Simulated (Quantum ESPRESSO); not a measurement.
# CoO: a ladder in the pseudopotential set

Two starts of CoO are run at each rung of the pseudopotential set.

Main program and level: Quantum ESPRESSO 7.5; PBE; plane waves with GBRV 1.5 PBE potentials, no spin-orbit coupling (settings of the first rung).

Report form: inputs, costs, results and the conclusion, without the logs.

**1. The starting structure**

The structure is cubic, space group Fm-3m (No. 225). The conventional cell has a = 4.263 Å, b = 4.263 Å, c = 4.263 Å, α = 90.00°, β = 90.00°, γ = 90.00°. Nearest to Co lie 6 O at 2.13 Å. O has 6 Co at 2.13 Å nearest. Farther neighbours, and contacts between anions beyond the nearest, are not listed.

As a file:

```
CELL_PARAMETERS angstrom
0.00000 2.13150 2.13150
2.13150 0.00000 2.13150
2.13150 2.13150 0.00000
ATOMIC_POSITIONS crystal
Co 0.00000 0.00000 0.00000
O 0.50000 0.50000 0.50000
```

**2. Rung 1, start ferro +**

ASE passes magmoms on as starting_magnetization. pw.x reads values of 1 or more as Bohr magnetons; where all are smaller, it reads them as fractions of the valence charge.

pw.py reads:

```python
from ase import Atoms
from ase.calculators.espresso import Espresso, EspressoProfile

atoms = Atoms(['Co', 'O'],
    cell=[[0.0, 2.1315, 2.1315],
         [2.1315, 0.0, 2.1315],
         [2.1315, 2.1315, 0.0]],
    scaled_positions=[[0.0, 0.0, 0.0],
         [0.5, 0.5, 0.5]],
    pbc=True,
    magmoms=[3.0, 0.0])
input_data = {
    'control': {'calculation': 'scf', 'prefix': 'pwscf', 'outdir': './tmp', 'disk_io': 'nowf'},
    'system': {'ecutwfc': 40.0, 'ecutrho': 280.0, 'nbnd': 20, 'occupations': 'smearing', 'smearing': 'fd', 'degauss': 0.00367493, 'nspin': 2},
    'electrons': {'conv_thr': 4e-09, 'electron_maxstep': 150, 'mixing_beta': 0.3},
}
atoms.calc = Espresso(
    profile=EspressoProfile(command='mpirun -n 2 pw.x -nk 2', pseudo_dir='pseudo'),
    pseudopotentials={'Co': 'co_pbe_v1.2.uspp.F.UPF', 'O': 'o_pbe_v1.2.uspp.F.UPF'},
    input_data=input_data,
    kpts=(8, 8, 8),
    koffset=(0, 0, 0))
energy = atoms.get_potential_energy(force_consistent=True)
print(f'free energy: {energy:.6f} eV')
print('site moments (muB):', atoms.get_magnetic_moments().round(3))
```

Run with:

```sh
$ OMP_NUM_THREADS=1 python3 pw.py > pw.log
```

Wall time 6.4 s (2 MPI ranks of Intel Xeon 6975P-C (Granite Rapids), shared host); peak memory 0.24 GiB; 12 s of CPU time.

Spin moment in the atom's sphere by atom:

```tsv
atom	spin moment in the atom's sphere (μB)
Co1	2.54
O2	0.34
```

This step gave:

```
magnetization : 2.983 μB
final state   : ferromagnetic
```

**3. Rung 1, start antiferro q=(0,0,1/2) +-**

The wavevector q is in fractions of the reciprocal vectors of the crystal's primitive cell, as the cells of these inputs are built from it; moments change sign between cells as cos(2π q·R).

pw.py reads:

```python
from ase import Atoms
from ase.calculators.espresso import Espresso, EspressoProfile

atoms = Atoms(['Co', 'Co', 'O', 'O'],
    cell=[[0.0, 2.1315, 2.1315],
         [2.1315, 0.0, 2.1315],
         [4.263, 4.263, 0.0]],
    scaled_positions=[[0.0, 0.0, 0.0],
         [0.0, 0.0, 0.5],
         [0.5, 0.5, 0.25],
         [0.5, 0.5, 0.75]],
    pbc=True,
    magmoms=[3.0, -3.0, 0.0, 0.0])
input_data = {
    'control': {'calculation': 'scf', 'prefix': 'pwscf', 'outdir': './tmp', 'disk_io': 'nowf'},
    'system': {'ecutwfc': 40.0, 'ecutrho': 280.0, 'nbnd': 32, 'occupations': 'smearing', 'smearing': 'fd', 'degauss': 0.00367493, 'nspin': 2},
    'electrons': {'conv_thr': 8e-09, 'electron_maxstep': 150, 'mixing_beta': 0.3},
}
atoms.calc = Espresso(
    profile=EspressoProfile(command='mpirun -n 2 pw.x -nk 2', pseudo_dir='pseudo'),
    pseudopotentials={'Co': 'co_pbe_v1.2.uspp.F.UPF', 'O': 'o_pbe_v1.2.uspp.F.UPF'},
    input_data=input_data,
    kpts=(8, 8, 4),
    koffset=(0, 0, 0))
energy = atoms.get_potential_energy(force_consistent=True)
print(f'free energy: {energy:.6f} eV')
print('site moments (muB):', atoms.get_magnetic_moments().round(3))
```

Run with:

```sh
$ OMP_NUM_THREADS=1 python3 pw.py > pw.log
```

It took 20 s on 2 MPI ranks; peak memory 0.32 GiB; 38 s of CPU time.

Spin moment in the atom's sphere by atom:

```tsv
atom	spin moment in the atom's sphere (μB)
Co1	2.40
Co2	-2.40
O3	0.00
O4	0.00
```

This step gave:

| Item | Value |
| --- | --- |
| magnetization | 0 μB |
| final state | antiferromagnetic |

**4. Rung 2, start ferro +**

pw.py reads:

```python
from ase import Atoms
from ase.calculators.espresso import Espresso, EspressoProfile

atoms = Atoms(['Co', 'O'],
    cell=[[0.0, 2.1315, 2.1315],
         [2.1315, 0.0, 2.1315],
         [2.1315, 2.1315, 0.0]],
    scaled_positions=[[0.0, 0.0, 0.0],
         [0.5, 0.5, 0.5]],
    pbc=True,
    magmoms=[3.0, 0.0])
input_data = {
    'control': {'calculation': 'scf', 'prefix': 'pwscf', 'outdir': './tmp', 'disk_io': 'nowf'},
    'system': {'ecutwfc': 55.0, 'ecutrho': 440.0, 'nbnd': 20, 'occupations': 'smearing', 'smearing': 'fd', 'degauss': 0.00367493, 'nspin': 2},
    'electrons': {'conv_thr': 4e-09, 'electron_maxstep': 150, 'mixing_beta': 0.3},
}
atoms.calc = Espresso(
    profile=EspressoProfile(command='mpirun -n 2 pw.x -nk 2', pseudo_dir='pseudo'),
    pseudopotentials={'Co': 'Co_pbe_v1.2.uspp.F.UPF', 'O': 'O.pbe-n-kjpaw_psl.0.1.UPF'},
    input_data=input_data,
    kpts=(8, 8, 8),
    koffset=(0, 0, 0))
energy = atoms.get_potential_energy(force_consistent=True)
print(f'free energy: {energy:.6f} eV')
print('site moments (muB):', atoms.get_magnetic_moments().round(3))
```

Run with:

```sh
$ OMP_NUM_THREADS=1 python3 pw.py > pw.log
```

Elapsed: 11 s, on 2 MPI ranks; peak memory 0.29 GiB; 22 s of CPU time.

This step gave:

| Item | Value |
| --- | --- |
| magnetization | 2.979 μB |
| final state | ferromagnetic |
| largest moment | 2.541 μB |

**5. Rung 2, start antiferro q=(0,0,1/2) +-**

pw.py reads:

```python
from ase import Atoms
from ase.calculators.espresso import Espresso, EspressoProfile

atoms = Atoms(['Co', 'Co', 'O', 'O'],
    cell=[[0.0, 2.1315, 2.1315],
         [2.1315, 0.0, 2.1315],
         [4.263, 4.263, 0.0]],
    scaled_positions=[[0.0, 0.0, 0.0],
         [0.0, 0.0, 0.5],
         [0.5, 0.5, 0.25],
         [0.5, 0.5, 0.75]],
    pbc=True,
    magmoms=[3.0, -3.0, 0.0, 0.0])
input_data = {
    'control': {'calculation': 'scf', 'prefix': 'pwscf', 'outdir': './tmp', 'disk_io': 'nowf'},
    'system': {'ecutwfc': 55.0, 'ecutrho': 440.0, 'nbnd': 32, 'occupations': 'smearing', 'smearing': 'fd', 'degauss': 0.00367493, 'nspin': 2},
    'electrons': {'conv_thr': 8e-09, 'electron_maxstep': 150, 'mixing_beta': 0.3},
}
atoms.calc = Espresso(
    profile=EspressoProfile(command='mpirun -n 2 pw.x -nk 2', pseudo_dir='pseudo'),
    pseudopotentials={'Co': 'Co_pbe_v1.2.uspp.F.UPF', 'O': 'O.pbe-n-kjpaw_psl.0.1.UPF'},
    input_data=input_data,
    kpts=(8, 8, 4),
    koffset=(0, 0, 0))
energy = atoms.get_potential_energy(force_consistent=True)
print(f'free energy: {energy:.6f} eV')
print('site moments (muB):', atoms.get_magnetic_moments().round(3))
```

Run with:

```sh
$ OMP_NUM_THREADS=1 python3 pw.py > pw.log
```

The job ended after 39 s (2 MPI ranks; peak memory 0.46 GiB).

This step gave:

* magnetization: 0 μB
* final state: antiferromagnetic
* largest moment: 2.401 μB

**6. Rung 3, start ferro +**

pw.py reads:

```python
from ase import Atoms
from ase.calculators.espresso import Espresso, EspressoProfile

atoms = Atoms(['Co', 'O'],
    cell=[[0.0, 2.1315, 2.1315],
         [2.1315, 0.0, 2.1315],
         [2.1315, 2.1315, 0.0]],
    scaled_positions=[[0.0, 0.0, 0.0],
         [0.5, 0.5, 0.5]],
    pbc=True,
    magmoms=[3.0, 0.0])
input_data = {
    'control': {'calculation': 'scf', 'prefix': 'pwscf', 'outdir': './tmp', 'disk_io': 'nowf'},
    'system': {'ecutwfc': 70.0, 'nbnd': 20, 'occupations': 'smearing', 'smearing': 'fd', 'degauss': 0.00367493, 'nspin': 2},
    'electrons': {'conv_thr': 4e-09, 'electron_maxstep': 150, 'mixing_beta': 0.3},
}
atoms.calc = Espresso(
    profile=EspressoProfile(command='mpirun -n 2 pw.x -nk 2', pseudo_dir='pseudo'),
    pseudopotentials={'Co': 'Co_ONCV_PBE-1.2.upf', 'O': 'O_ONCV_PBE-1.2.upf'},
    input_data=input_data,
    kpts=(8, 8, 8),
    koffset=(0, 0, 0))
energy = atoms.get_potential_energy(force_consistent=True)
print(f'free energy: {energy:.6f} eV')
print('site moments (muB):', atoms.get_magnetic_moments().round(3))
```

Run with:

```sh
$ OMP_NUM_THREADS=1 python3 pw.py > pw.log
```

It took 7.8 s on 2 MPI ranks; peak memory 0.23 GiB.

Read from the output:

| Property | Result |
| --- | --- |
| magnetization | 2.976 μB |
| final state | ferromagnetic |
| largest moment | 2.522 μB |

**7. Rung 3, start antiferro q=(0,0,1/2) +-**

pw.py reads:

```python
from ase import Atoms
from ase.calculators.espresso import Espresso, EspressoProfile

atoms = Atoms(['Co', 'Co', 'O', 'O'],
    cell=[[0.0, 2.1315, 2.1315],
         [2.1315, 0.0, 2.1315],
         [4.263, 4.263, 0.0]],
    scaled_positions=[[0.0, 0.0, 0.0],
         [0.0, 0.0, 0.5],
         [0.5, 0.5, 0.25],
         [0.5, 0.5, 0.75]],
    pbc=True,
    magmoms=[3.0, -3.0, 0.0, 0.0])
input_data = {
    'control': {'calculation': 'scf', 'prefix': 'pwscf', 'outdir': './tmp', 'disk_io': 'nowf'},
    'system': {'ecutwfc': 70.0, 'nbnd': 32, 'occupations': 'smearing', 'smearing': 'fd', 'degauss': 0.00367493, 'nspin': 2},
    'electrons': {'conv_thr': 8e-09, 'electron_maxstep': 150, 'mixing_beta': 0.3},
}
atoms.calc = Espresso(
    profile=EspressoProfile(command='mpirun -n 2 pw.x -nk 2', pseudo_dir='pseudo'),
    pseudopotentials={'Co': 'Co_ONCV_PBE-1.2.upf', 'O': 'O_ONCV_PBE-1.2.upf'},
    input_data=input_data,
    kpts=(8, 8, 4),
    koffset=(0, 0, 0))
energy = atoms.get_potential_energy(force_consistent=True)
print(f'free energy: {energy:.6f} eV')
print('site moments (muB):', atoms.get_magnetic_moments().round(3))
```

Run with:

```sh
$ OMP_NUM_THREADS=1 python3 pw.py > pw.log
```

Run time: 39 s. Hardware: 2 MPI ranks; peak memory 0.33 GiB.

Numbers from this step:

- magnetization: 0 μB
- final state: antiferromagnetic
- largest moment: 2.394 μB

**8. Rung 4, start ferro +**

pw.py reads:

```python
from ase import Atoms
from ase.calculators.espresso import Espresso, EspressoProfile

atoms = Atoms(['Co', 'O'],
    cell=[[0.0, 2.1315, 2.1315],
         [2.1315, 0.0, 2.1315],
         [2.1315, 2.1315, 0.0]],
    scaled_positions=[[0.0, 0.0, 0.0],
         [0.5, 0.5, 0.5]],
    pbc=True,
    magmoms=[3.0, 0.0])
input_data = {
    'control': {'calculation': 'scf', 'prefix': 'pwscf', 'outdir': './tmp', 'disk_io': 'nowf'},
    'system': {'ecutwfc': 70.0, 'nbnd': 20, 'occupations': 'smearing', 'smearing': 'fd', 'degauss': 0.00367493, 'nspin': 2},
    'electrons': {'conv_thr': 4e-09, 'electron_maxstep': 150, 'mixing_beta': 0.3},
}
atoms.calc = Espresso(
    profile=EspressoProfile(command='mpirun -n 2 pw.x -nk 2', pseudo_dir='pseudo'),
    pseudopotentials={'Co': '27_Co_17_1.6_2.2_pbe_n_v1.0.upf', 'O': '08_O_6_1.2_1.4_pbe_n_v1.0.upf'},
    input_data=input_data,
    kpts=(8, 8, 8),
    koffset=(0, 0, 0))
energy = atoms.get_potential_energy(force_consistent=True)
print(f'free energy: {energy:.6f} eV')
print('site moments (muB):', atoms.get_magnetic_moments().round(3))
```

Run with:

```sh
$ OMP_NUM_THREADS=1 python3 pw.py > pw.log
```

It took 7.4 s on 2 MPI ranks; peak memory 0.23 GiB; 14 s of CPU time.

This step gave:

* magnetization: 2.954 μB
* final state: ferromagnetic
* largest moment: 2.500 μB

**9. Rung 4, start antiferro q=(0,0,1/2) +-**

pw.py reads:

```python
from ase import Atoms
from ase.calculators.espresso import Espresso, EspressoProfile

atoms = Atoms(['Co', 'Co', 'O', 'O'],
    cell=[[0.0, 2.1315, 2.1315],
         [2.1315, 0.0, 2.1315],
         [4.263, 4.263, 0.0]],
    scaled_positions=[[0.0, 0.0, 0.0],
         [0.0, 0.0, 0.5],
         [0.5, 0.5, 0.25],
         [0.5, 0.5, 0.75]],
    pbc=True,
    magmoms=[3.0, -3.0, 0.0, 0.0])
input_data = {
    'control': {'calculation': 'scf', 'prefix': 'pwscf', 'outdir': './tmp', 'disk_io': 'nowf'},
    'system': {'ecutwfc': 70.0, 'nbnd': 32, 'occupations': 'smearing', 'smearing': 'fd', 'degauss': 0.00367493, 'nspin': 2},
    'electrons': {'conv_thr': 8e-09, 'electron_maxstep': 150, 'mixing_beta': 0.3},
}
atoms.calc = Espresso(
    profile=EspressoProfile(command='mpirun -n 2 pw.x -nk 2', pseudo_dir='pseudo'),
    pseudopotentials={'Co': '27_Co_17_1.6_2.2_pbe_n_v1.0.upf', 'O': '08_O_6_1.2_1.4_pbe_n_v1.0.upf'},
    input_data=input_data,
    kpts=(8, 8, 4),
    koffset=(0, 0, 0))
energy = atoms.get_potential_energy(force_consistent=True)
print(f'free energy: {energy:.6f} eV')
print('site moments (muB):', atoms.get_magnetic_moments().round(3))
```

Run with:

```sh
$ OMP_NUM_THREADS=1 python3 pw.py > pw.log
```

Run time: 35 s. Hardware: 2 MPI ranks; peak memory 0.33 GiB; 69 s of CPU time.

This step gave:

```
magnetization  : 0 μB
final state    : antiferromagnetic
largest moment : 2.379 μB
```

**10. Rung 5, start ferro +**

pw.py reads:

```python
from ase import Atoms
from ase.calculators.espresso import Espresso, EspressoProfile

atoms = Atoms(['Co', 'O'],
    cell=[[0.0, 2.1315, 2.1315],
         [2.1315, 0.0, 2.1315],
         [2.1315, 2.1315, 0.0]],
    scaled_positions=[[0.0, 0.0, 0.0],
         [0.5, 0.5, 0.5]],
    pbc=True,
    magmoms=[3.0, 0.0])
input_data = {
    'control': {'calculation': 'scf', 'prefix': 'pwscf', 'outdir': './tmp', 'disk_io': 'nowf'},
    'system': {'ecutwfc': 96.0, 'nbnd': 20, 'occupations': 'smearing', 'smearing': 'fd', 'degauss': 0.00367493, 'nspin': 2},
    'electrons': {'conv_thr': 4e-09, 'electron_maxstep': 150, 'mixing_beta': 0.3},
}
atoms.calc = Espresso(
    profile=EspressoProfile(command='mpirun -n 2 pw.x -nk 2', pseudo_dir='pseudo'),
    pseudopotentials={'Co': 'Co.upf', 'O': 'O.upf'},
    input_data=input_data,
    kpts=(8, 8, 8),
    koffset=(0, 0, 0))
energy = atoms.get_potential_energy(force_consistent=True)
print(f'free energy: {energy:.6f} eV')
print('site moments (muB):', atoms.get_magnetic_moments().round(3))
```

Run with:

```sh
$ OMP_NUM_THREADS=1 python3 pw.py > pw.log
```

Wall time 10 s (2 MPI ranks); peak memory 0.26 GiB; 19 s of CPU time.

Numbers from this step:

| Item | Value |
| --- | --- |
| magnetization | 2.982 μB |
| final state | ferromagnetic |
| largest moment | 2.531 μB |

**11. Rung 5, start antiferro q=(0,0,1/2) +-**

pw.py reads:

```python
from ase import Atoms
from ase.calculators.espresso import Espresso, EspressoProfile

atoms = Atoms(['Co', 'Co', 'O', 'O'],
    cell=[[0.0, 2.1315, 2.1315],
         [2.1315, 0.0, 2.1315],
         [4.263, 4.263, 0.0]],
    scaled_positions=[[0.0, 0.0, 0.0],
         [0.0, 0.0, 0.5],
         [0.5, 0.5, 0.25],
         [0.5, 0.5, 0.75]],
    pbc=True,
    magmoms=[3.0, -3.0, 0.0, 0.0])
input_data = {
    'control': {'calculation': 'scf', 'prefix': 'pwscf', 'outdir': './tmp', 'disk_io': 'nowf'},
    'system': {'ecutwfc': 96.0, 'nbnd': 32, 'occupations': 'smearing', 'smearing': 'fd', 'degauss': 0.00367493, 'nspin': 2},
    'electrons': {'conv_thr': 8e-09, 'electron_maxstep': 150, 'mixing_beta': 0.3},
}
atoms.calc = Espresso(
    profile=EspressoProfile(command='mpirun -n 2 pw.x -nk 2', pseudo_dir='pseudo'),
    pseudopotentials={'Co': 'Co.upf', 'O': 'O.upf'},
    input_data=input_data,
    kpts=(8, 8, 4),
    koffset=(0, 0, 0))
energy = atoms.get_potential_energy(force_consistent=True)
print(f'free energy: {energy:.6f} eV')
print('site moments (muB):', atoms.get_magnetic_moments().round(3))
```

Run with:

```sh
$ OMP_NUM_THREADS=1 python3 pw.py > pw.log
```

Wall time 50 s (2 MPI ranks); peak memory 0.42 GiB; 100 s of CPU time.

Numbers from this step:

* magnetization: 0 μB
* final state: antiferromagnetic
* largest moment: 2.398 μB

**12. The rungs together**

Ladder, by row:

```tsv
rung	potentials	cutoff (eV)	state from the first start	state from the second start	second less first (meV a seeded atom)	moment, first (μB)	moment, second (μB)	CPU time (s)
1	GBRV 1.5 PBE	544	ferromagnetic	antiferromagnetic	-129.6	2.543	2.402	50.1
2	SSSP 1.3 efficiency PBE	748	ferromagnetic	antiferromagnetic	-133.1	2.541	2.401	98.66
3	SG15 PBE 1.2	952	ferromagnetic	antiferromagnetic	-128.5	2.522	2.394	91.93
4	SPMS 1.0 PBE	952	ferromagnetic	antiferromagnetic	-133	2.5	2.379	82.62
5	PseudoDojo 0.4.1 SR PBE standard	1306	ferromagnetic	antiferromagnetic	-127.9	2.531	2.398	118.7
```

**13. What came out**

| Property | Result |
| --- | --- |
| range of the largest moment, first start | 2.50 to 2.54 μB; second start 2.38 to 2.40 μB |
| range of CPU time | 50 s to 2 min |
| range of the energy difference | -133 to -128 meV a seeded atom |

What this shows: For the first start the sets give moments from 2.50 to 2.54 μB and differences from -133 to -128 meV; norm-conserving files need about twice the cutoff of ultrasoft ones, and no set is the reference. No Hubbard term acts here. In such compounds local and semilocal functionals without one often delocalise the d electrons, and can shrink or lose moments and miss the size, sign and order of the couplings. The smearing term is large for its width, so states at the Fermi level are partly filled: at this level the cell is a metal or has a gap of a few widths at most.

[Long decimals in the printed logs are rounded to 6 places.]

[Logs and program files are shortened in this print: banners, set-up blocks, solver, clock and traceback lines can be left out without a mark of their own.]

[Logs are printed without paths, hosts, clocks, repeated set-up lines and the standing remarks that a program may print on its own settings, such as how far it seeks lower states.]

[Hosts, paths, dates, database ids (printed as entryN), source tags and the programs' standing remarks are cut or masked in the printed files.]

[Where the starting crystal was built by hand or by swapping elements, it need not be the compound's stable phase.]

[Where a cell is said to come from a database of computed structures, the database is the Materials Project.]

[Lattice constants that a cell's source calls measured were typed from memory.]
